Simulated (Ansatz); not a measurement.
# NaYAg2Cl6: complex band structure

Aim: relax a made-up compound, NaYAg2Cl6, and see how good a tunnel barrier it would be. It is built by putting Na for part of the Ag in the YAg3Cl6 structure of space group R-3, with the volume rescaled by atomic radii. The parent structure comes from the Materials Project.

Method: PBEsol DFT, plane waves, PAW files, in the first sound run; inputs show where later runs differ, in Ansatz 0.2.0.

The structure was built from a prototype and need not be the compound's stable phase.

### 1. The structure

The structure is trigonal, space group R-3 (No. 148). Conventional cell: a = 6.961 Å, b = 6.961 Å, c = 18.662 Å, α = 90.00°, β = 90.00°, γ = 120.00°. Nearest to Y lie 6 Cl at 2.68 Å. Ag has 6 Cl at 2.67 to 3.01 Å nearest. Nearest to Na lie 6 Cl at 2.78 Å. Nearest to Cl lie 2 Ag at 2.67 to 3.01 Å and 1 Y at 2.68 Å and 1 Na at 2.78 Å. It derives from YAg3Cl6. Na for part of the Ag in the YAg3Cl6 structure of space group R-3. Farther neighbours and most contacts between anions are not listed.

### 2. Cell and atoms at rest

The substituted atoms don't fit the parent's cell, so cell and atoms relax together. A small smearing keeps the run stable in case the gap closes on the way.

File input.yaml:

```yaml
crystal:
  lattice:
    - [3.480332748, 2.0093710489, 6.2207721677]
    - [-3.480332748, 2.0093710489, 6.2207721677]
    - [0.0, -4.0187420978, 6.2207721677]
  atoms:
    - { symbol: "Y", position: [0.0, 0.0, 0.0] }
    - { symbol: Ag, position: [0.80263616, 0.80263616, 0.80263616] }
    - { symbol: Na, position: [0.5, 0.5, 0.5] }
    - { symbol: Ag, position: [0.19736384, 0.19736384, 0.19736384] }
    - { symbol: Cl, position: [0.89809322, 0.23275549, 0.61422434] }
    - { symbol: Cl, position: [0.61422434, 0.89809322, 0.23275549] }
    - { symbol: Cl, position: [0.23275549, 0.61422434, 0.89809322] }
    - { symbol: Cl, position: [0.76724451, 0.38577566, 0.10190678] }
    - { symbol: Cl, position: [0.38577566, 0.10190678, 0.76724451] }
    - { symbol: Cl, position: [0.10190678, 0.76724451, 0.38577566] }
kpoints:
  mp_grid: { grid: [4, 4, 4] }
scf:
  occupations: { method: gaussian, width: 0.03 }
hamiltonian:
  xc: pbesol
output:
  forces: true
  stress: true
relax:
  f_tol: 0.02
  max_steps: 60
  cell: {}
```

Command:

```sh
$ ansatz run input.yaml --threads 2 --pin off --max-ram 4096MiB --backend cpu --events-out ev --progress --plain --runs-dir out
```

Numbers of over 12 decimals in the logs are rounded to 6 here.

Output:

```text
Engine: ansatz 0.2.0, aarch64-unknown-linux-gnu
Pseudopotentials: kind: paw
Pseudopotential: Y, paw, valence charge 11, recommended cutoff 420 eV (normal), Y.paw.azcp
Pseudopotential: Ag, paw, valence charge 19, recommended cutoff 420 eV (normal), Ag.paw.azcp
Pseudopotential: Na, paw, valence charge 9, recommended cutoff 420 eV (normal), Na.paw.azcp
Pseudopotential: Cl, paw, valence charge 7, recommended cutoff 420 eV (normal), Cl.paw.azcp
Functional definition: PBEsol
  exchange = pbesol_x
  correlation = pbesol_c
Crystal: 10 atoms, lattice volume = 261.022 Å³
Basis set: ecut = 420 eV, 5115 PW (Γ), exchange–correlation on 100×100×100 points (8 copies of the dense FFT grid, shifted against one another)
Bands: 60, of which v1, the nominal top of the filled ones, is band 50 counted from 1 (49 counted from 0)
Symmetry: 6 space group operations
Space group: R-3 (ITA 148), of the structure as read, at distance tolerance 6.4e-5 Å
k-points: 14 of 64
Non-local potential: Y, projectors of the file, l = 0: 3, l = 1: 2, l = 2: 2, l = 3: 1
Non-local potential: Ag, projectors of the file, l = 0: 3, l = 1: 2, l = 2: 2, l = 3: 1
Non-local potential: Na, projectors of the file, l = 0: 3, l = 1: 2, l = 2: 1
Non-local potential: Cl, projectors of the file, l = 0: 2, l = 1: 2, l = 2: 2
PAW form: soft (Blöchl's): semilocal exchange-correlation on the pseudo side does not see the compensation charge
PAW frozen core: Y, regenerated for the run's functional, and the local potential with it (the file was generated under x = pbe(κ = 0.804, μ = 0.219515), c = pbe(β = 0.066725))
PAW frozen core: Ag, regenerated for the run's functional, and the local potential with it (the file was generated under x = pbe(κ = 0.804, μ = 0.219515), c = pbe(β = 0.066725))
PAW frozen core: Na, regenerated for the run's functional, and the local potential with it (the file was generated under x = pbe(κ = 0.804, μ = 0.219515), c = pbe(β = 0.066725))
PAW frozen core: Cl, regenerated for the run's functional, and the local potential with it (the file was generated under x = pbe(κ = 0.804, μ = 0.219515), c = pbe(β = 0.066725))
PAW one-centre angular grid: Y, 590 points (default); XC on 64 Gauss nodes
PAW one-centre angular grid: Ag, 590 points (default); XC on 64 Gauss nodes
PAW one-centre angular grid: Na, 110 points (default); XC on 64 Gauss nodes
PAW one-centre angular grid: Cl, 110 points (default); XC on 64 Gauss nodes
Initial density: superposition of atomic densities (neutral atoms: chi_scale 0, normalization atom), corrected by the library's trained network
Initial wavefunctions: pseudopotential atomic-orbital guess
Functional: x = pbesol(κ = 0.804, μ = 0.123457), c = pbesol(β = 0.046)
SCF iter   1: F=—  HF=-26694.395668 eV  |F-HF|=—  |Δ(HF+E_count)|=         —  Δρ=5.18e-3  dr2=8.81e-2  ethr=1.77e-3  ⟨swp⟩=7.3  Hψ=3234  notcnv=0  defer=4
preconditioner: auto → Resta (q_TF=auto, 2.325 Å⁻¹)  ε∞=4.0  [insulator: Δε(μ)=3.086 eV  Ē_g=11.946 eV  σ=0.030 eV  W_gap=1.00  n_scr=58 (ndim 8)  ℏωp=20.6 eV  f_vac=0.123  D(μ)=0.00/eV (n_scr^D=0)  ε∞_Penn≈4.0]
SCF iter   2: F=—  HF=-26694.374553 eV  |F-HF|=—  |Δ(HF+E_count)|=   2.11e-2  Δρ=1.72e-3  dr2=9.24e-3  ethr=8.81e-5  ⟨swp⟩=2.2  Hψ=1463  notcnv=0  defer=63
SCF iter   3: F=—  HF=-26694.372916 eV  |F-HF|=—  |Δ(HF+E_count)|=   1.64e-3  Δρ=6.52e-4  dr2=1.02e-3  ethr=9.24e-6  ⟨swp⟩=2.0  Hψ=1233  notcnv=0  defer=63
SCF iter   4: F=—  HF=-26694.373023 eV  |F-HF|=—  |Δ(HF+E_count)|=   1.06e-4  Δρ=2.41e-4  dr2=1.36e-4  ethr=1.02e-6  ⟨swp⟩=2.7  Hψ=1320  notcnv=0  defer=63
SCF iter   5: F=—  HF=-26694.373121 eV  |F-HF|=—  |Δ(HF+E_count)|=   9.86e-5  Δρ=4.72e-5  dr2=6.87e-6  ethr=1.36e-7  ⟨swp⟩=2.0  Hψ=1122  notcnv=0  defer=63
SCF iter   6: F=—  HF=-26694.372966 eV  |F-HF|=—  |Δ(HF+E_count)|=   1.55e-4  Δρ=1.19e-5  dr2=5.98e-7  ethr=6.87e-9  ⟨swp⟩=2.0  Hψ=1253  notcnv=0  defer=63
SCF iter   7: F=-26694.372968 eV  HF=-26694.372967 eV  |F-HF|=6.10e-8  |Δ(HF+E_count)|=   1.27e-6  Δρ=2.92e-6  dr2=3.51e-8  ethr=1.00e-10  ⟨swp⟩=4.1  Hψ=2774  notcnv=0
SCF 1 converged in 7 iterations: F = -26694.372968 eV  dr2 = 3.51e-8
  greatest PAW one-centre occupation: 1.001 electrons in one spin orbital (limit 2), on the Ag atom at site 3 (counted from 0), in its partial waves of l = 0
relax step   1: F+E_penalty+E_count = -26694.37296753 eV  Δ(F+E_penalty+E_count) = +0.000e0 eV  max|allowed force component| = 3.167e-1 eV/Å  Δτ_max = 0.0000 Å  P = -2.355 GPa  Ω = 261.022 Å³  (7 SCF iters, dr2 threshold 1.00e-7 eV, accepted)
Crystal: 10 atoms, lattice volume = 243.553 Å³
Basis set: ecut = 420 eV, 4773 PW (Γ), exchange–correlation on 100×100×100 points (8 copies of the dense FFT grid, shifted against one another)
Initial density: handed on by an earlier stage of this run
Initial wavefunctions: those handed on with the density
iter 1 solved again at ethr=2.18e-4 eV; its pass at ethr=3.10e-3 eV (dr2=2.18e-1 eV) is discarded
SCF iter   1: F=—  HF=-26694.491263 eV  |F-HF|=—  |Δ(HF+E_count)|=         —  Δρ=6.36e-3  dr2=2.23e-1  ethr=2.18e-4  ⟨swp⟩=2.6  Hψ=3794  notcnv=0
preconditioner: auto → Resta (q_TF=auto, 2.352 Å⁻¹)  ε∞=3.9  [insulator: Δε(μ)=3.322 eV  Ē_g=12.403 eV  σ=0.030 eV  W_gap=1.00  n_scr=58 (ndim 8)  ℏωp=21.3 eV  f_vac=0.117  D(μ)=0.00/eV (n_scr^D=0)  ε∞_Penn≈3.9]
SCF iter   2: F=—  HF=-26694.431523 eV  |F-HF|=—  |Δ(HF+E_count)|=   5.97e-2  Δρ=2.64e-3  dr2=2.91e-2  ethr=2.18e-4  ⟨swp⟩=3.0  Hψ=1521  notcnv=0
SCF iter   3: F=—  HF=-26694.423014 eV  |F-HF|=—  |Δ(HF+E_count)|=   8.51e-3  Δρ=7.88e-4  dr2=2.00e-3  ethr=2.91e-5  ⟨swp⟩=2.4  Hψ=1503  notcnv=0
SCF iter   4: F=—  HF=-26694.422821 eV  |F-HF|=—  |Δ(HF+E_count)|=   1.94e-4  Δρ=2.39e-4  dr2=1.77e-4  ethr=2.00e-6  ⟨swp⟩=2.0  Hψ=1203  notcnv=0
SCF iter   5: F=—  HF=-26694.422688 eV  |F-HF|=—  |Δ(HF+E_count)|=   1.32e-4  Δρ=1.20e-4  dr2=4.44e-5  ethr=1.77e-7  ⟨swp⟩=2.0  Hψ=1512  notcnv=0
SCF iter   6: F=—  HF=-26694.422706 eV  |F-HF|=—  |Δ(HF+E_count)|=   1.75e-5  Δρ=4.98e-5  dr2=7.03e-6  ethr=4.44e-8  ⟨swp⟩=2.0  Hψ=1512  notcnv=0
SCF iter   7: F=-26694.422714 eV  HF=-26694.422713 eV  |F-HF|=1.13e-6  |Δ(HF+E_count)|=   7.01e-6  Δρ=9.44e-6  dr2=4.14e-7  ethr=1.00e-9  ⟨swp⟩=3.0  Hψ=3021  notcnv=0
SCF 2 converged in 7 iterations: F = -26694.422714 eV  dr2 = 4.14e-7
relax step   2: F+E_penalty+E_count = -26694.42271386 eV  Δ(F+E_penalty+E_count) = -4.975e-2 eV  max|allowed force component| = 4.663e-1 eV/Å  Δτ_max = 0.1087 Å  P = +2.034 GPa  Ω = 243.553 Å³  energy of the carried Pulay correction = +9.512e-4 eV  (7 SCF iters, dr2 threshold 1.00e-6 eV, accepted)
Crystal: 10 atoms, lattice volume = 249.499 Å³
Basis set: ecut = 420 eV, 4881 PW (Γ), exchange–correlation on 100×100×100 points (8 copies of the dense FFT grid, shifted against one another)
iter 1 solved again at ethr=4.49e-5 eV; its pass at ethr=3.10e-3 eV (dr2=4.49e-2 eV) is discarded
SCF iter   1: F=—  HF=-26694.540240 eV  |F-HF|=—  |Δ(HF+E_count)|=         —  Δρ=2.83e-3  dr2=4.44e-2  ethr=4.49e-5  ⟨swp⟩=3.2  Hψ=3751  notcnv=0
preconditioner: auto → Resta (q_TF=auto, 2.343 Å⁻¹)  ε∞=3.9  [insulator: Δε(μ)=3.258 eV  Ē_g=12.334 eV  σ=0.030 eV  W_gap=1.00  n_scr=58 (ndim 8)  ℏωp=21.0 eV  f_vac=0.120  D(μ)=0.00/eV (n_scr^D=0)  ε∞_Penn≈3.9]
SCF iter   2: F=—  HF=-26694.528753 eV  |F-HF|=—  |Δ(HF+E_count)|=   1.15e-2  Δρ=1.32e-3  dr2=7.08e-3  ethr=4.44e-5  ⟨swp⟩=2.6  Hψ=1401  notcnv=0
SCF iter   3: F=—  HF=-26694.526667 eV  |F-HF|=—  |Δ(HF+E_count)|=   2.09e-3  Δρ=3.31e-4  dr2=3.26e-4  ethr=7.08e-6  ⟨swp⟩=2.0  Hψ=1468  notcnv=0
SCF iter   4: F=—  HF=-26694.526478 eV  |F-HF|=—  |Δ(HF+E_count)|=   1.88e-4  Δρ=8.74e-5  dr2=2.24e-5  ethr=3.26e-7  ⟨swp⟩=2.3  Hψ=1260  notcnv=0
SCF iter   5: F=—  HF=-26694.526487 eV  |F-HF|=—  |Δ(HF+E_count)|=   9.28e-6  Δρ=5.48e-5  dr2=7.76e-6  ethr=2.24e-8  ⟨swp⟩=2.0  Hψ=1538  notcnv=0
SCF iter   6: F=-26694.526489 eV  HF=-26694.526488 eV  |F-HF|=7.09e-7  |Δ(HF+E_count)|=   3.90e-7  Δρ=1.36e-5  dr2=5.51e-7  ethr=1.00e-9  ⟨swp⟩=3.0  Hψ=3292  notcnv=0
SCF 3 converged in 6 iterations: F = -26694.526489 eV  dr2 = 5.51e-7
relax step   3: F+E_penalty+E_count = -26694.52648860 eV  Δ(F+E_penalty+E_count) = -1.038e-1 eV  max|allowed force component| = 2.641e-2 eV/Å  Δτ_max = 0.0672 Å  P = -0.225 GPa  Ω = 249.499 Å³  energy of the carried Pulay correction = +6.201e-4 eV  (6 SCF iters, dr2 threshold 1.00e-6 eV, accepted)
[...]
relax step   4: F+E_penalty+E_count = -26694.52801300 eV  Δ(F+E_penalty+E_count) = -1.524e-3 eV  max|allowed force component| = 1.000e-2 eV/Å  Δτ_max = 0.0096 Å  P = -0.027 GPa  Ω = 248.493 Å³  energy of the carried Pulay correction = +6.756e-4 eV  (5 SCF iters, dr2 threshold 1.49e-7 eV, accepted)
Initial wavefunctions: pseudopotential atomic-orbital guess (no wavefunctions were taken with the density)
iter 1 solved again at ethr=7.75e-7 eV; its pass at ethr=3.10e-3 eV (dr2=7.75e-4 eV) is discarded
SCF iter   1: F=—  HF=-26694.527401 eV  |F-HF|=—  |Δ(HF+E_count)|=         —  Δρ=5.04e-5  dr2=9.30e-7  ethr=7.75e-7  ⟨swp⟩=3.2  Hψ=5244  notcnv=0
eigensolver tolerance schedule: the retry pair's looser diagonalisation over-reported the residual by 832.36 of it (diagonalisation noise at 0.26 of the residual, at the tolerance the schedule requests for it); recorded, not acted on — ethr = c·dr2/N_el stays at c = 1.0e-1
preconditioner: auto → Resta (q_TF=auto, 2.344 Å⁻¹)  ε∞=3.9  [insulator: Δε(μ)=3.267 eV  Ē_g=12.308 eV  σ=0.030 eV  W_gap=1.00  n_scr=58 (ndim 8)  ℏωp=21.1 eV  f_vac=0.117  D(μ)=0.00/eV (n_scr^D=0)  ε∞_Penn≈3.9]
SCF iter   2: F=—  HF=-26694.527243 eV  |F-HF|=—  |Δ(HF+E_count)|=   1.58e-4  Δρ=2.47e-5  dr2=3.17e-7  ethr=9.30e-10  ⟨swp⟩=2.0  Hψ=1540  notcnv=0
SCF iter   3: F=—  HF=-26694.527243 eV  |F-HF|=—  |Δ(HF+E_count)|=   3.29e-7  Δρ=6.11e-6  dr2=3.29e-8  ethr=3.17e-10  ⟨swp⟩=2.0  Hψ=1127  notcnv=0
SCF iter   4: F=—  HF=-26694.527243 eV  |F-HF|=—  |Δ(HF+E_count)|=   1.49e-8  Δρ=8.19e-7  dr2=3.80e-9  ethr=3.29e-11  ⟨swp⟩=2.0  Hψ=1540  notcnv=0
SCF iter   5: F=—  HF=-26694.527243 eV  |F-HF|=—  |Δ(HF+E_count)|=   4.45e-9  Δρ=4.15e-7  dr2=5.84e-10  ethr=3.80e-12  ⟨swp⟩=2.0  Hψ=1399  notcnv=0
SCF iter   6: F=-26694.527243 eV  HF=-26694.527243 eV  |F-HF|=7.64e-11  |Δ(HF+E_count)|=  3.09e-10  Δρ=1.51e-7  dr2=6.45e-11  ethr=1.00e-12  ⟨swp⟩=4.0  Hψ=2688  notcnv=0
SCF 5 converged in 6 iterations: F = -26694.527243 eV  dr2 = 6.45e-11
relax step   5: F+E_penalty+E_count = -26694.52724321 eV  Δ(F+E_penalty+E_count) = +7.698e-4 eV  max|allowed force component| = 9.953e-3 eV/Å  Δτ_max = 0.0000 Å  P = -0.024 GPa  Ω = 248.493 Å³  stress off target by 3.95e-2 GPa  SCF on the basis re-selected at this cell (its energy is not comparable with the rows above)  (6 SCF iters)
basis re-selected at this cell: Δ(F+E_penalty+E_count) = +7.698e-4 eV, ΔP = +0.002 GPa vs the last step (what re-selecting the basis moved, of the pressure what is left beyond the Pulay correction that the steps carried, after the strain that the cell walked since its last selection, with what the two solves' SCF thresholds leave and, on support functions, any second-order correction that the steps lacked; it is no m [...]
SCF converged after 6 iterations
Free energy (F): -26694.527243 eV
Harris-Foulkes:  -26694.527243 eV  (|F-HF|=7.64e-11)
Internal energy: -26694.527243 eV  (E = F + TS)
E sigma→0 (E₀):  -26694.527243 eV
Fermi energy:    5.826165 eV
--- Per-component energies (eV) ---
  E_band       = -1297.932345
  E_kinetic    = 2447.888187
  E_local      = -11392.298240  (includes V_loc(G=0)·N_el)
  E_nonlocal   = 513.761560
  E_hartree    = 4741.597573
  E_xc         = -1209.963390
  E_vxc        = -1440.253650  (∫ρ·V_xc dr)
  E_paw        = -14553.753109  (= ΣΔE_a)
  E_vpaw       = -910.226140  (= ΣTr[D̂ρ^β])
  E_aug_tail   = 0.001120  (compensation charges beyond the density's cutoff)
  E_ewald      = -7243.080483
  E_core_change = 1.319537  (= ΣΔE_core)
  E_smearing   = -0.000000  (= −TS)
  E_closure    = 0.000000  (closes the sum)
  Σ components = -26694.527243   (vs F -26694.527243, Δ=0.00e0)
--- Forces (eV/Å), atoms counted from 1 ---
  atom   1  Y      0.00000000     0.00000000     0.00000000
  atom   2  Ag    -0.00000000    -0.00000000     0.00995327
  atom   3  Na     0.00000000     0.00000000     0.00000000
  atom   4  Ag     0.00000000     0.00000000    -0.00995327
  atom   5  Cl     0.00486830     0.00128280     0.00249557
  atom   6  Cl    -0.00354509     0.00357468     0.00249557
  atom   7  Cl    -0.00132322    -0.00485747     0.00249557
  atom   8  Cl     0.00132322     0.00485747    -0.00249557
  atom   9  Cl     0.00354509    -0.00357468    -0.00249557
  atom  10  Cl    -0.00486830    -0.00128280    -0.00249557
  max |Σ_I F_I| component: 2.60e-18 eV/Å
--- Stress (GPa, compression-positive) ---
       -0.039492       0.000000      -0.000000
       -0.000000      -0.039492      -0.000000
       -0.000000      -0.000000       0.005799
  P = ⅓ Tr σ = -0.0244 GPa (-0.244 kbar)
--- Relaxed structure (4 steps of the walk, 4 accepted, 1 SCFs on fresh bases) ---
  F+E_penalty+E_count = -26694.52724321 eV   max|allowed force component| = 9.953e-3 eV/Å   (the final SCF, on the basis selected at the relaxed cell)
  cell:  # Å, volume = 248.4929 Å³
    - [3.434308, 1.982799, 6.081979]
    - [-3.434308, 1.982799, 6.081979]
    - [1.6637142361704787e-18, -3.965597, 6.081979]
  atoms:
    - { symbol: Y, position: [0, 0, 3.4774622642245337e-19] }
    - { symbol: Ag, position: [0.806475, 0.806475, 0.806475] }
    - { symbol: Na, position: [0.500000, 0.500000, 0.500000] }
    - { symbol: Ag, position: [0.193525, 0.193525, 0.193525] }
    - { symbol: Cl, position: [0.909254, 0.225137, 0.609585] }
    - { symbol: Cl, position: [0.609585, 0.909254, 0.225137] }
    - { symbol: Cl, position: [0.225137, 0.609585, 0.909254] }
    - { symbol: Cl, position: [0.774863, 0.390415, 0.090746] }
    - { symbol: Cl, position: [0.390415, 0.090746, 0.774863] }
    - { symbol: Cl, position: [0.090746, 0.774863, 0.390415] }
```

Elapsed: 25 s, on 2 threads of Arm Neoverse V2, shared host; peak memory 0.65 GiB; 48 s of CPU time.

Relaxation path:

| step | energy less that of the first step (eV) | largest force component (eV/Å) | pressure (GPa) | volume (Å³) |
| --- | --- | --- | --- | --- |
| 1 | 0.0000 | 0.3167 | -2.36 | 261.02 |
| 2 | -0.0497 | 0.4663 | 2.03 | 243.55 |
| 3 | -0.1535 | 0.0264 | -0.23 | 249.50 |
| 4 | -0.1550 | 0.0100 | -0.03 | 248.49 |
| 5* | -0.1543 | 0.0100 | -0.02 | 248.49 |

Relaxation steps marked * repeat the geometry before them on a plane-wave basis chosen anew for their cell, so energy and pressure can jump there.

The run keeps the 6 symmetry operations that it works with, so distortions that break them were not tested.

| conventional cell, symmetrised | before | after | change |
| --- | --- | --- | --- |
| a (Å) | 6.961 | 6.869 | -1.3 % |
| b (Å) | 6.961 | 6.869 | -1.3 % |
| c (Å) | 18.662 | 18.246 | -2.2 % |
| volume (Å³/atom) | 26.10 | 24.85 | -4.8 % |

The atoms that moved most (Å, as changes of fractional coordinates times the final cell):

| atom | dx | dy | dz | length |
| --- | --- | --- | --- | --- |
| Ag2 | 0.000 | 0.000 | 0.070 | 0.070 |
| Ag4 | 0.000 | 0.000 | -0.070 | 0.070 |
| Cl9 | 0.054 | -0.043 | 0.007 | 0.070 |
| Cl8 | 0.010 | 0.069 | 0.007 | 0.070 |
| Cl6 | -0.054 | 0.043 | -0.007 | 0.070 |
| Cl10 | -0.064 | -0.025 | 0.007 | 0.070 |
| Cl5 | 0.064 | 0.025 | -0.007 | 0.070 |
| Cl7 | -0.010 | -0.069 | -0.007 | 0.070 |

Final coordinates:

```cif
data_structure
_symmetry_space_group_name_H-M 'P 1'
_symmetry_Int_Tables_number 1
_cell_length_a 7.2606
_cell_length_b 7.2606
_cell_length_c 7.2606
_cell_angle_alpha 56.459
_cell_angle_beta 56.459
_cell_angle_gamma 56.459
_cell_volume 248.49
loop_
_atom_site_label
_atom_site_type_symbol
_atom_site_fract_x
_atom_site_fract_y
_atom_site_fract_z
_atom_site_occupancy
Y1 Y 0.00000 0.00000 0.00000 1
Ag2 Ag 0.80648 0.80648 0.80648 1
Na3 Na 0.50000 0.50000 0.50000 1
Ag4 Ag 0.19352 0.19352 0.19352 1
Cl5 Cl 0.90925 0.22514 0.60958 1
Cl6 Cl 0.60958 0.90925 0.22514 1
Cl7 Cl 0.22514 0.60958 0.90925 1
Cl8 Cl 0.77486 0.39042 0.09075 1
Cl9 Cl 0.39042 0.09075 0.77486 1
Cl10 Cl 0.09075 0.77486 0.39042 1
```

This step gave:

| Quantity | Value |
| --- | --- |
| free energy | -26694.5272 eV |
| Fermi energy | 5.826 eV |
| pressure | -0.02440 GPa |

The largest force component on a free atom ends at 0.0100 eV/Å.

(Part 1 of 3 ends here.)

[Logs are printed without paths, hosts, clocks, repeated set-up lines and the standing remarks that a program may print on its own settings, such as how far it seeks lower states.]

[Hosts, paths, dates, database ids (printed as entryN), source tags and the programs' standing remarks are cut or masked in the printed files.]
